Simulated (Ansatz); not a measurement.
# Resistivity from frozen vibrations: Re(0001) with 2 thermally displaced layers, 2x2, part 2 of 2

Wanted: the phonon-limited resistivity of Re at 180 K by the Landauer route.

Ansatz 0.2.0; Ansatz plane-wave DFT, PBE, PAW files; ballistic transport by layer matching (Landauer), zero bias; PAW set soft_1.

So far. Step 2 (With 2 displaced layers): Over the solved energies the transmission per spin lies between 4.97 and 5.23, out of 5.28 channels of the lead on average (up to 5.38).

**3. With 6 displaced layers**

Each atom of 6 layers is moved at random, by amounts drawn from a normal law 0.0296 Å wide in each direction from the Debye model (430 K) at 180 K. A fresh draw is used; the growth of the resistance with length is what counts.

System of this step: Re(0001) with 6 thermally displaced layers, 2x2. The cell holds 64 atoms: 64 Re. Its edges and angles: a = 5.522 Å, b = 5.522 Å, c = 35.666 Å, α = 90.0°, β = 90.0°, γ = 120.0°. It derives from Re. Regions: lead, 40 atoms (40 Re); scattering region, 24 atoms (24 Re). The structure is stacked along c, and the current runs across the ab planes.

input.yaml

```yaml
crystal:
  lattice:
    - [5.5216, 0.0, 0.0]
    - [-2.7608, 4.7818458695, 0.0]
    - [0.0, 0.0, 35.6656]
  atoms:
    - { symbol: Re, position: [0.1666666667, 0.3333333333, 0.03125] }
    - { symbol: Re, position: [0.1666666667, 0.8333333333, 0.03125] }
    - { symbol: Re, position: [0.6666666667, 0.3333333333, 0.03125] }
    - { symbol: Re, position: [0.6666666667, 0.8333333333, 0.03125] }
    - { symbol: Re, position: [0.3333333333, 0.1666666667, 0.09375] }
    - { symbol: Re, position: [0.3333333333, 0.6666666667, 0.09375] }
    - { symbol: Re, position: [0.8333333333, 0.1666666667, 0.09375] }
    - { symbol: Re, position: [0.8333333333, 0.6666666667, 0.09375] }
    - { symbol: Re, position: [0.1666666667, 0.3333333333, 0.15625] }
    - { symbol: Re, position: [0.1666666667, 0.8333333333, 0.15625] }
    - { symbol: Re, position: [0.6666666667, 0.3333333333, 0.15625] }
    - { symbol: Re, position: [0.6666666667, 0.8333333333, 0.15625] }
    - { symbol: Re, position: [0.3333333333, 0.1666666667, 0.21875] }
    - { symbol: Re, position: [0.3333333333, 0.6666666667, 0.21875] }
    - { symbol: Re, position: [0.8333333333, 0.1666666667, 0.21875] }
    - { symbol: Re, position: [0.8333333333, 0.6666666667, 0.21875] }
    - { symbol: Re, position: [0.1666666667, 0.3333333333, 0.28125] }
    - { symbol: Re, position: [0.1666666667, 0.8333333333, 0.28125] }
    - { symbol: Re, position: [0.6666666667, 0.3333333333, 0.28125] }
    - { symbol: Re, position: [0.6666666667, 0.8333333333, 0.28125] }
    - { symbol: Re, position: [0.3384646148, 0.1672482722, 0.343133305] }
    - { symbol: Re, position: [0.3269791931, 0.6638349534, 0.3439326407] }
    - { symbol: Re, position: [0.82727712, 0.1653726054, 0.3436179309] }
    - { symbol: Re, position: [0.8368949882, 0.6679946518, 0.3440447637] }
    - { symbol: Re, position: [0.1627627543, 0.3325314807, 0.406900268] }
    - { symbol: Re, position: [0.1707733567, 0.8255441453, 0.4075057232] }
    - { symbol: Re, position: [0.6762941836, 0.3381669034, 0.4064693526] }
    - { symbol: Re, position: [0.6694947879, 0.8423533542, 0.4078759351] }
    - { symbol: Re, position: [0.3470537995, 0.1748025343, 0.469046429] }
    - { symbol: Re, position: [0.3268458051, 0.6666391112, 0.4692945127] }
    - { symbol: Re, position: [0.8276529492, 0.1691110828, 0.4691065502] }
    - { symbol: Re, position: [0.8333997248, 0.6593411405, 0.4682011512] }
    - { symbol: Re, position: [0.1607099185, 0.3260963732, 0.5326927176] }
    - { symbol: Re, position: [0.1650273322, 0.8353684985, 0.5310355272] }
    - { symbol: Re, position: [0.6792345587, 0.3415017247, 0.5317753339] }
    - { symbol: Re, position: [0.6550219661, 0.8336552097, 0.5318170831] }
    - { symbol: Re, position: [0.3368008741, 0.162843995, 0.5952612662] }
    - { symbol: Re, position: [0.3242126579, 0.6625741345, 0.5945255766] }
    - { symbol: Re, position: [0.8397900352, 0.1790544352, 0.5939063671] }
    - { symbol: Re, position: [0.8287730047, 0.6643308763, 0.5928449495] }
    - { symbol: Re, position: [0.1617713163, 0.3372333636, 0.6567320476] }
    - { symbol: Re, position: [0.171268284, 0.8286649771, 0.6576510292] }
    - { symbol: Re, position: [0.6699969688, 0.3430733841, 0.655891026] }
    - { symbol: Re, position: [0.6634988498, 0.8348786264, 0.6571055381] }
    - { symbol: Re, position: [0.3333333333, 0.1666666667, 0.71875] }
    - { symbol: Re, position: [0.3333333333, 0.6666666667, 0.71875] }
    - { symbol: Re, position: [0.8333333333, 0.1666666667, 0.71875] }
    - { symbol: Re, position: [0.8333333333, 0.6666666667, 0.71875] }
    - { symbol: Re, position: [0.1666666667, 0.3333333333, 0.78125] }
    - { symbol: Re, position: [0.1666666667, 0.8333333333, 0.78125] }
    - { symbol: Re, position: [0.6666666667, 0.3333333333, 0.78125] }
    - { symbol: Re, position: [0.6666666667, 0.8333333333, 0.78125] }
    - { symbol: Re, position: [0.3333333333, 0.1666666667, 0.84375] }
    - { symbol: Re, position: [0.3333333333, 0.6666666667, 0.84375] }
    - { symbol: Re, position: [0.8333333333, 0.1666666667, 0.84375] }
    - { symbol: Re, position: [0.8333333333, 0.6666666667, 0.84375] }
    - { symbol: Re, position: [0.1666666667, 0.3333333333, 0.90625] }
    - { symbol: Re, position: [0.1666666667, 0.8333333333, 0.90625] }
    - { symbol: Re, position: [0.6666666667, 0.3333333333, 0.90625] }
    - { symbol: Re, position: [0.6666666667, 0.8333333333, 0.90625] }
    - { symbol: Re, position: [0.3333333333, 0.1666666667, 0.96875] }
    - { symbol: Re, position: [0.3333333333, 0.6666666667, 0.96875] }
    - { symbol: Re, position: [0.8333333333, 0.1666666667, 0.96875] }
    - { symbol: Re, position: [0.8333333333, 0.6666666667, 0.96875] }
kpoints:
  mp_grid: { grid: [5, 5, 1] }
hamiltonian:
  xc: pbe
  pseudopotentials: { kind: paw, azcp: { folder: soft_1 } }
scf:
  occupations: { method: fermi_dirac, width: 0.1 }
output:
  transmission:
    leads: [[0, 8]]
    kmesh: [10, 10]
    e_range: [-0.05, 0.05]
    de: 0.05
  write_potential: true
  write_density: true
  volumetric_format: npy
```

On the command line:

```bash
$ ansatz run input.yaml --threads 4 --pin off --max-ram 15360MiB --backend cpu --events-out ev --progress --plain --runs-dir out
```

Numbers of over 12 decimals in the logs are rounded to 6 here.

Log:

```text
[...]
Crystal: 64 atoms, lattice volume = 941.695 Å³
Basis set: ecut = 420 eV, 18377 PW (Γ)
Bands: 576, of which v1, the nominal top of the filled ones, is band 480 counted from 1 (479 counted from 0)
Symmetry: 1 space group operations
[...]
k-points: 13 of 25 (time reversal used)
[...]
SCF iter   1: F=—  HF=-695647.013915 eV  |F-HF|=—  |Δ(HF+E_count)|=         —  Δρ=6.05e-2  dr2=3.31e1  ethr=3.10e-3  ⟨swp⟩=5.0  Hψ=22514  notcnv=0
[...]
SCF iter   7: F=-695635.234723 eV  HF=-695635.234723 eV  |F-HF|=3.71e-8  |Δ(HF+E_count)|=   3.31e-8  Δρ=2.15e-6  dr2=6.27e-8  ethr=1.04e-11  ⟨swp⟩=8.5  Hψ=20802  notcnv=0
SCF 1 converged in 7 iterations: F = -695635.234723 eV  dr2 = 6.27e-8
[...]
transmission: 344 of 3432 steps passed
transmission: 689 of 3432 steps passed
[...]
transmission: 3432 of 3432 steps passed
SCF converged after 7 iterations
Free energy (F): -695635.234723 eV
[...]
Internal energy: -695633.486728 eV  (E = F + TS)
E sigma→0 (E₀):  -695634.360726 eV
Entropy (-TS):   -1.747994 eV (-27.312 meV/atom)
Fermi energy:    24.061683 eV
[...]
--- Band table (eV; the first three rows and the last of 13) ---
  k-point 0: bands = [... 476 lower, 24.5093, 24.5211, 24.6518, 24.9397, 24.9438, 24.9454, 24.9519, 24.9573, ... 92 higher]
  k-point 1: bands = [... 476 lower, 24.1572, 24.1743, 24.1938, 24.2724, 24.2784, 24.2876, 24.3003, 24.3535, ... 92 higher]
  k-point 2: bands = [... 476 lower, 23.6609, 23.6773, 23.7339, 23.7483, 23.9020, 23.9520, 23.9979, 24.0081, ... 92 higher]
  k-point 12: bands = [... 476 lower, 23.7668, 23.7804, 23.7852, 23.8432, 23.8567, 23.9662, 23.9770, 24.0987, ... 92 higher]
--- Transmission ---
  basis      : 235 plane waves across, 66 finite elements along
  points     : 52, standing for a mesh of 10 x 10
[...]
channels       : 5.380000e0 a spin
[...]
junction   : crystal 0 to crystal 0, 0.70 to 31.91 Å
    transmission   : 4.816992e0 a spin
[...]
```

Wall time 6.8 min (4 threads of Intel Xeon Platinum 8559C (Emerald Rapids), shared host); peak memory 10 GiB.

Numbers from this step:

- free energy: -695635.2347 eV
- energy at zero smearing: -695634.3607 eV
- Fermi energy: 24.06 eV
- transmission per spin nearest the Fermi level: 4.817
- step of the lead's potential: 3.6 meV

Per spin. Transmission, zone mean against energy, zero at the Fermi level:

| energy (eV) | transmission, zone mean |
| --- | --- |
| -0.0500 | 4.74 |
| 0.0000 | 4.82 |
| 0.0500 | 4.66 |

Over the solved energies the transmission per spin lies between 4.66 and 4.82, out of 5.28 channels of the lead on average (up to 5.38).

**4. With 10 displaced layers**

Each atom of 10 layers is moved at random, by amounts drawn from a normal law 0.0296 Å wide in each direction from the Debye model (430 K) at 180 K. A fresh draw is used; the growth of the resistance with length is what counts.

System of this step: Re(0001) with 10 thermally displaced layers, 2x2. The cell holds 80 atoms: 80 Re. Cell: a = 5.522 Å, b = 5.522 Å, c = 44.582 Å, α = 90.0°, β = 90.0°, γ = 120.0°. It derives from Re. Regions: lead, 40 atoms (40 Re); scattering region, 40 atoms (40 Re). The structure is stacked along c, and the current runs across the ab planes.

input.yaml

```yaml
crystal:
  lattice:
    - [5.5216, 0.0, 0.0]
    - [-2.7608, 4.7818458695, 0.0]
    - [0.0, 0.0, 44.582]
  atoms:
    - { symbol: Re, position: [0.1666666667, 0.3333333333, 0.025] }
    - { symbol: Re, position: [0.1666666667, 0.8333333333, 0.025] }
    - { symbol: Re, position: [0.6666666667, 0.3333333333, 0.025] }
    - { symbol: Re, position: [0.6666666667, 0.8333333333, 0.025] }
    - { symbol: Re, position: [0.3333333333, 0.1666666667, 0.075] }
    - { symbol: Re, position: [0.3333333333, 0.6666666667, 0.075] }
    - { symbol: Re, position: [0.8333333333, 0.1666666667, 0.075] }
    - { symbol: Re, position: [0.8333333333, 0.6666666667, 0.075] }
    - { symbol: Re, position: [0.1666666667, 0.3333333333, 0.125] }
    - { symbol: Re, position: [0.1666666667, 0.8333333333, 0.125] }
    - { symbol: Re, position: [0.6666666667, 0.3333333333, 0.125] }
    - { symbol: Re, position: [0.6666666667, 0.8333333333, 0.125] }
    - { symbol: Re, position: [0.3333333333, 0.1666666667, 0.175] }
    - { symbol: Re, position: [0.3333333333, 0.6666666667, 0.175] }
    - { symbol: Re, position: [0.8333333333, 0.1666666667, 0.175] }
    - { symbol: Re, position: [0.8333333333, 0.6666666667, 0.175] }
    - { symbol: Re, position: [0.1666666667, 0.3333333333, 0.225] }
    - { symbol: Re, position: [0.1666666667, 0.8333333333, 0.225] }
    - { symbol: Re, position: [0.6666666667, 0.3333333333, 0.225] }
    - { symbol: Re, position: [0.6666666667, 0.8333333333, 0.225] }
    - { symbol: Re, position: [0.3323847844, 0.1630443023, 0.2741100209] }
    - { symbol: Re, position: [0.3273793956, 0.6697765058, 0.2756567335] }
    - { symbol: Re, position: [0.8291298299, 0.1600201263, 0.2755793154] }
    - { symbol: Re, position: [0.8242677364, 0.6622552827, 0.2754120823] }
    - { symbol: Re, position: [0.1558063283, 0.3357236025, 0.3246140467] }
    - { symbol: Re, position: [0.1670179861, 0.8328650071, 0.3251341149] }
    - { symbol: Re, position: [0.6680399773, 0.3286416914, 0.3259429061] }
    - { symbol: Re, position: [0.6731666935, 0.8385530715, 0.3257729566] }
    - { symbol: Re, position: [0.3401638962, 0.1718885455, 0.3750501609] }
    - { symbol: Re, position: [0.3252714487, 0.6658312124, 0.3744893812] }
    - { symbol: Re, position: [0.8265102353, 0.1682655806, 0.3746227336] }
    - { symbol: Re, position: [0.8245897452, 0.6602141577, 0.3751781107] }
    - { symbol: Re, position: [0.1726789867, 0.3415146946, 0.4249907668] }
    - { symbol: Re, position: [0.1765860254, 0.8420084215, 0.4257632034] }
    - { symbol: Re, position: [0.6577948076, 0.3409345648, 0.4252253581] }
    - { symbol: Re, position: [0.6700853822, 0.8356299256, 0.4252539822] }
    - { symbol: Re, position: [0.3339344379, 0.1644462554, 0.4737381518] }
    - { symbol: Re, position: [0.3302636693, 0.6616943929, 0.4757167527] }
    - { symbol: Re, position: [0.8320444324, 0.1671830856, 0.4744362359] }
    - { symbol: Re, position: [0.8305619214, 0.6665953176, 0.4740143652] }
    - { symbol: Re, position: [0.1679495257, 0.3326771191, 0.5242132043] }
    - { symbol: Re, position: [0.1554047642, 0.8365073219, 0.5248025353] }
    - { symbol: Re, position: [0.6630965828, 0.3318723666, 0.5262053399] }
    - { symbol: Re, position: [0.6666677847, 0.833869202, 0.5240132386] }
    - { symbol: Re, position: [0.3449972146, 0.1723426909, 0.5757079748] }
    - { symbol: Re, position: [0.3364241821, 0.6723375363, 0.5752461453] }
    - { symbol: Re, position: [0.8361478173, 0.1657251274, 0.5740219876] }
    - { symbol: Re, position: [0.8328602788, 0.6546960709, 0.5748407877] }
    - { symbol: Re, position: [0.1623450879, 0.3268816963, 0.6254068437] }
    - { symbol: Re, position: [0.1642420305, 0.8306306547, 0.6253449459] }
    - { symbol: Re, position: [0.6684097729, 0.341926235, 0.6252332114] }
    - { symbol: Re, position: [0.6581112741, 0.8213051702, 0.6241322279] }
    - { symbol: Re, position: [0.3389996637, 0.1663536055, 0.6748121297] }
    - { symbol: Re, position: [0.3381697592, 0.6587315783, 0.6746113812] }
    - { symbol: Re, position: [0.832615056, 0.1702940326, 0.6745597049] }
    - { symbol: Re, position: [0.825081739, 0.6567364365, 0.6754839667] }
    - { symbol: Re, position: [0.1695121322, 0.3303862365, 0.7251083858] }
    - { symbol: Re, position: [0.1582816867, 0.8304144691, 0.7259143525] }
    - { symbol: Re, position: [0.6745403774, 0.3476263588, 0.7244776508] }
    - { symbol: Re, position: [0.6691708817, 0.8321238398, 0.7253754538] }
    - { symbol: Re, position: [0.3333333333, 0.1666666667, 0.775] }
    - { symbol: Re, position: [0.3333333333, 0.6666666667, 0.775] }
    - { symbol: Re, position: [0.8333333333, 0.1666666667, 0.775] }
    - { symbol: Re, position: [0.8333333333, 0.6666666667, 0.775] }
    - { symbol: Re, position: [0.1666666667, 0.3333333333, 0.825] }
    - { symbol: Re, position: [0.1666666667, 0.8333333333, 0.825] }
    - { symbol: Re, position: [0.6666666667, 0.3333333333, 0.825] }
    - { symbol: Re, position: [0.6666666667, 0.8333333333, 0.825] }
    - { symbol: Re, position: [0.3333333333, 0.1666666667, 0.875] }
    - { symbol: Re, position: [0.3333333333, 0.6666666667, 0.875] }
    - { symbol: Re, position: [0.8333333333, 0.1666666667, 0.875] }
    - { symbol: Re, position: [0.8333333333, 0.6666666667, 0.875] }
    - { symbol: Re, position: [0.1666666667, 0.3333333333, 0.925] }
    - { symbol: Re, position: [0.1666666667, 0.8333333333, 0.925] }
    - { symbol: Re, position: [0.6666666667, 0.3333333333, 0.925] }
    - { symbol: Re, position: [0.6666666667, 0.8333333333, 0.925] }
    - { symbol: Re, position: [0.3333333333, 0.1666666667, 0.975] }
    - { symbol: Re, position: [0.3333333333, 0.6666666667, 0.975] }
    - { symbol: Re, position: [0.8333333333, 0.1666666667, 0.975] }
    - { symbol: Re, position: [0.8333333333, 0.6666666667, 0.975] }
kpoints:
  mp_grid: { grid: [5, 5, 1] }
hamiltonian:
  xc: pbe
  pseudopotentials: { kind: paw, azcp: { folder: soft_1 } }
scf:
  occupations: { method: fermi_dirac, width: 0.1 }
output:
  transmission:
    leads: [[0, 8]]
    kmesh: [10, 10]
    e_range: [-0.05, 0.05]
    de: 0.05
  write_potential: true
  write_density: true
  volumetric_format: npy
```

Log:

```text
[...]
Crystal: 80 atoms, lattice volume = 1177.118 Å³
Basis set: ecut = 420 eV, 23015 PW (Γ)
Bands: 720, of which v1, the nominal top of the filled ones, is band 600 counted from 1 (599 counted from 0)
Symmetry: 1 space group operations
[...]
k-points: 13 of 25 (time reversal used)
[...]
SCF iter   1: F=—  HF=-869558.632710 eV  |F-HF|=—  |Δ(HF+E_count)|=         —  Δρ=6.05e-2  dr2=4.08e1  ethr=3.10e-3  ⟨swp⟩=5.0  Hψ=28042  notcnv=0
[...]
SCF iter   7: F=-869543.878077 eV  HF=-869543.878077 eV  |F-HF|=5.38e-8  |Δ(HF+E_count)|=   6.75e-9  Δρ=2.10e-6  dr2=7.96e-8  ethr=8.33e-12  ⟨swp⟩=9.0  Hψ=28091  notcnv=0
SCF 1 converged in 7 iterations: F = -869543.878077 eV  dr2 = 7.96e-8
[...]
transmission: 422 of 4212 steps passed
transmission: 845 of 4212 steps passed
[...]
transmission: 4212 of 4212 steps passed
SCF converged after 7 iterations
Free energy (F): -869543.878077 eV
[...]
Internal energy: -869541.714235 eV  (E = F + TS)
E sigma→0 (E₀):  -869542.796156 eV
Entropy (-TS):   -2.163841 eV (-27.048 meV/atom)
Fermi energy:    24.050503 eV
[...]
--- Band table (eV; the first three rows and the last of 13) ---
  k-point 0: bands = [... 596 lower, 24.6544, 24.6625, 24.6687, 24.6824, 24.6891, 24.8113, 24.8351, 24.8611, ... 116 higher]
  k-point 1: bands = [... 596 lower, 24.1738, 24.1891, 24.1977, 24.2560, 24.2673, 24.2774, 24.2908, 24.3053, ... 116 higher]
  k-point 2: bands = [... 596 lower, 23.6865, 23.6995, 23.7209, 23.7293, 23.9033, 23.9220, 23.9478, 23.9684, ... 116 higher]
  k-point 12: bands = [... 596 lower, 23.8004, 23.8095, 23.8254, 23.8532, 23.8674, 23.8823, 23.8925, 24.0698, ... 116 higher]
--- Transmission ---
  basis      : 235 plane waves across, 81 finite elements along
  points     : 52, standing for a mesh of 10 x 10
[...]
channels       : 5.380000e0 a spin
[...]
junction   : crystal 0 to crystal 0, 1.53 to 41.65 Å
    transmission   : 4.488092e0 a spin
[...]
```

Elapsed: 11 min, on 4 threads; peak memory 8.5 GiB; 40 min of CPU time.

This step gave:

```yaml
free_energy: -869543.8781 eV
energy_at_zero_smearing: -869542.7962 eV
fermi_energy: 24.05 eV
transmission_per_spin_nearest_the_fermi_level: 4.488
step_of_the_lead_s_potential: 1.3 meV
```

Per spin. Transmission, zone mean against energy, zero at the Fermi level:

| energy (eV) | transmission, zone mean |
| --- | --- |
| -0.0500 | 4.37 |
| 0.0000 | 4.49 |
| 0.0500 | 4.25 |

Over the solved energies the transmission per spin lies between 4.25 and 4.49, out of 5.26 channels of the lead on average (up to 5.38).

**5. Resistance against length**

This step: Ansatz plane-wave DFT, PBE, PAW files; ballistic transport by layer matching (Landauer), zero bias; resistivity from the slope of the area resistance; PAW set soft_1 (Ansatz 0.2.0).

This step gave:

* resistivity: 6.229 µΩ cm
* intercept: -0.007900 fΩ m²
* scatter about the fit: 0.001097 fΩ m²

Resistance, by row:

| run | length (Å) | T | channels N | RA (fΩ m²) |
| --- | --- | --- | --- | --- |
| n2 | 4.458 | 5.116 | 5.28 | 0.02065 |
| n6 | 13.37 | 4.738 | 5.28 | 0.07386 |
| n10 | 22.29 | 4.371 | 5.26 | 0.1317 |

Area resistance against length of the displaced region:

| length of the displaced region (Å) | area resistance (fΩ m²) |
| --- | --- |
| 4.46 | 0.0206 |
| 13.37 | 0.0739 |
| 22.29 | 0.132 |

The area resistance goes from 0.021 to 0.13 fΩ m² between 4.5 and 22.3 Å, a slope of 6.2 µΩ cm.

By hand from the end points: (0.1317 − 0.02065) fΩ m² / (22.29 − 4.46) Å = 6.2 µΩ cm, since 1 fΩ m² per Å is 1000 µΩ cm.

**6. What came out**

```
resistivity from the slope  : 6.23 µΩ cm
area resistance over 4.46 Å : 0.0206 fΩ m²
area resistance over 13.4 Å : 0.0739 fΩ m²
area resistance over 22.3 Å : 0.132 fΩ m²
```

In words: The slope gives 6.2 µΩ cm. The points scatter by 0.0011 fΩ m² about the line, with one random draw a length in a 2x2 cell, so the slope is a rough value. The mean square of the displacements drawn is 0.73, 0.99 and 0.93 of the nominal one at the three lengths; with each resistance scaled back by that, the slope is 6.4 µΩ cm, the value used below. Read with a model of isotropic scattering on a spherical Fermi surface and the lead's 1.5×10¹⁵ S/m², this slope means a mean free path near 86 Å; over these lengths the model's slope is 1.14 times its bulk resistivity, which would be 5.6 µΩ cm. Uncorrelated displacements put too much weight on short waves, which scatter strongly; with the sideways repeat of a small cell, one draw and three short lengths, the method is good to a factor of two or three. Spin-orbit coupling is left out, which matters for Re.

[Logs are printed without paths, hosts, clocks, repeated set-up lines and the standing remarks that a program may print on its own settings, such as how far it seeks lower states.]

[Hosts, paths, dates, database ids (printed as entryN), source tags and the programs' standing remarks are cut or masked in the printed files.]
